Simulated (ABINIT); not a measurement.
Computed results, one entry a study.

```cif
data_cdse
_symmetry_space_group_name_H-M 'F-43m'
_symmetry_Int_Tables_number 216
_cell_length_a 6.1405
_cell_length_b 6.1405
_cell_length_c 6.1405
_cell_angle_alpha 90.000
_cell_angle_beta 90.000
_cell_angle_gamma 90.000
_cell_volume 231.54
loop_
_atom_site_label
_atom_site_type_symbol
_atom_site_symmetry_multiplicity
_atom_site_Wyckoff_symbol
_atom_site_fract_x
_atom_site_fract_y
_atom_site_fract_z
_atom_site_occupancy
Cd1 Cd 4 a 0.00000 0.00000 0.00000 1
Se1 Se 4 c 0.25000 0.25000 0.25000 1
_calc_subject 'Beyond one shot: CdSe (F-43m)'
_calc_method 'RPA screening on PBE from quasiparticle energies, plane waves, norm-conserving pseudopotentials (and 5 further levels or steps)'
_calc_program 'ABINIT 10.8.3'
_calc_settings 'cutoff 48 Ha, PseudoDojo scalar-relativistic 0.4 stringent, norm-conserving, ngkpt (4, 4, 4), nband 173, ecuteps 6 Ha, gwcalctyp 10, inclvkb 2, shiftk (0, 0, 0), symchi 1, awtr 1, frequency ppm, cycle 3, q points all but q = 0, 4×4×4 k-mesh'
_calc_cost '15 runs, 41 min in all on 8 MPI ranks of Intel Xeon Platinum 8259CL at 2.50GHz (Skylake/Cascade Lake), shared host'
_calc_notes 'The cell and positions are those that the Materials Project relaxed with its own functionals (PBE, PBE+U or r2SCAN), kept fixed. Limits: no spin-orbit coupling. The first cycle of evGW0 takes the full correction, without the factor Z, so it overshoots the one-shot value. The 4×4×4 mesh is coarse for this cell, which bears on the long-range parts of exchange and screening. For the PBE start: The RPA ε∞ on this mesh reaches over 25; with a narrow direct gap a coarse mesh can overstate it, and the correction is then too small.'
_calc_g0w0 '1.154 eV'
_calc_evgw0_cycle_1 '1.312 eV'
_calc_evgw0_cycle_2 '1.252 eV'
_calc_evgw0_cycle_3 '1.256 eV'
_calc_evgw_cycle_1 '1.416 eV'
_calc_evgw_cycle_2 '1.433 eV'
_calc_evgw_cycle_3 '1.435 eV'
_calc_known_limits 'short of the basis limit; mesh may overstate the screening; no spin-orbit coupling; coarse k mesh'
```

[Long decimals in the printed logs are rounded to 6 places.]

[Logs are printed without paths, hosts, clocks, repeated set-up lines and the standing remarks that a program may print on its own settings, such as how far it seeks lower states.]

[Paths, hosts, dates, memory and timing lines, banners, echoed tables and standing remarks are left out of the program output; an Ansatz launch command may be rebuilt from the run's recorded settings. Measured values are a selection of at most five: reports struck by readers or far from the other reports are left out. None is set beside runs whose start may be inverted or whose files or cutoffs have a known fault.]

[Runs of the session that timed out or met a known fault of the program may be left out.]

[Hosts, paths, dates, database ids (printed as entryN), source tags and the programs' standing remarks are cut or masked in the printed files.]

[G0W0 gaps are taken among the corrected bands and points alone; a level outside them can change the order at an edge.]

[Where Ansatz stands beside ABINIT at settings called matched, ABINIT's density can come from a denser mesh and the files from another edition; pairs whose starting gaps differed by over 0.03 eV were left out, so agreement reads better than it is.]
